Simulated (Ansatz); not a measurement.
# Ta3SeS5 (S on 83 % of the Se sites, one arrangement): which shell does photoemission see at 21.2 and 100 eV? (PBE)

The valence band of Ta3SeS5 (S on 83 % of the Se sites, one arrangement) mixes several shells. Work out by hand which one leads the spectrum's area at each photon energy.

Filled states come from the projected DOS of Ansatz 0.2.0 (PBE, plane waves); cross sections σ and asymmetry parameters β are those of free atoms in a Dirac–Hartree–Slater calculation. A shell's area is states × σ × angular factor, which is 1 − β·P₂(cos θ)/2 for unpolarised light, with θ = 45° from the beam and P₂ = 0.250.

**At 21.2 eV** (states counted from 11.2 eV below the zero; other shells add 0.31 to the products' sum of 152):

| shell | filled states a cell | cross section (Mb an electron) | β | angular factor | product | share by hand (%) | share in the simulated spectrum (%) |
| --- | --- | --- | --- | --- | --- | --- | --- |
| S 3s | 1.86 | 0 | 0.00 | 1.00 | 0 | 0 | 0 |
| S 3p | 43.43 | 1.08 | 1.85 | 0.77 | 36 | 24 | 24 |
| Se 4p | 8.48 | 2.04 | 1.83 | 0.77 | 13.3 | 9 | 9 |
| Ta 5d | 20.73 | 5.18 | 0.40 | 0.95 | 102 | 67 | 67 |

**At 100 eV** (states counted from 16.6 eV below the zero; other shells add 0.21 to the products' sum of 7.58):

```
shell  filled states a cell  cross section (Mb an electron)     β  angular factor  product  share by hand (%)  share in the simulated spectrum (%)
 S 3s                 17.58                           0.117  2.00            0.75     1.54                 20                                   20
 S 3p                 43.86                           0.128  1.47            0.82     4.58                 60                                   60
Se 4p                  8.58                          0.0268  0.33            0.96    0.221                  3                                    3
Ta 5d                 23.13                          0.0588  1.89            0.76     1.04                 14                                   14
```

Ta 5d leads at 21.2 eV and S 3p at 100 eV. Between the two energies σ of Ta 5d changes by a factor 0.011 and that of S 3p by 0.12, so their ratio moves 10-fold in favour of the second. The simulated spectrum uses the same rule on the energy-resolved DOS, so the two share columns agree within a few points.

The potential files freeze Ta 4f, so these lines are missing from the sums. Only crystals where the two columns agree within 4 points and the lead is clear are worked in this form. Free-atom cross sections ignore the solid's final states, no escape depth or background enters, and the count of states a shell hangs on the projection.

[Logs are printed without paths, hosts, clocks, repeated set-up lines and the standing remarks that a program may print on its own settings, such as how far it seeks lower states.]
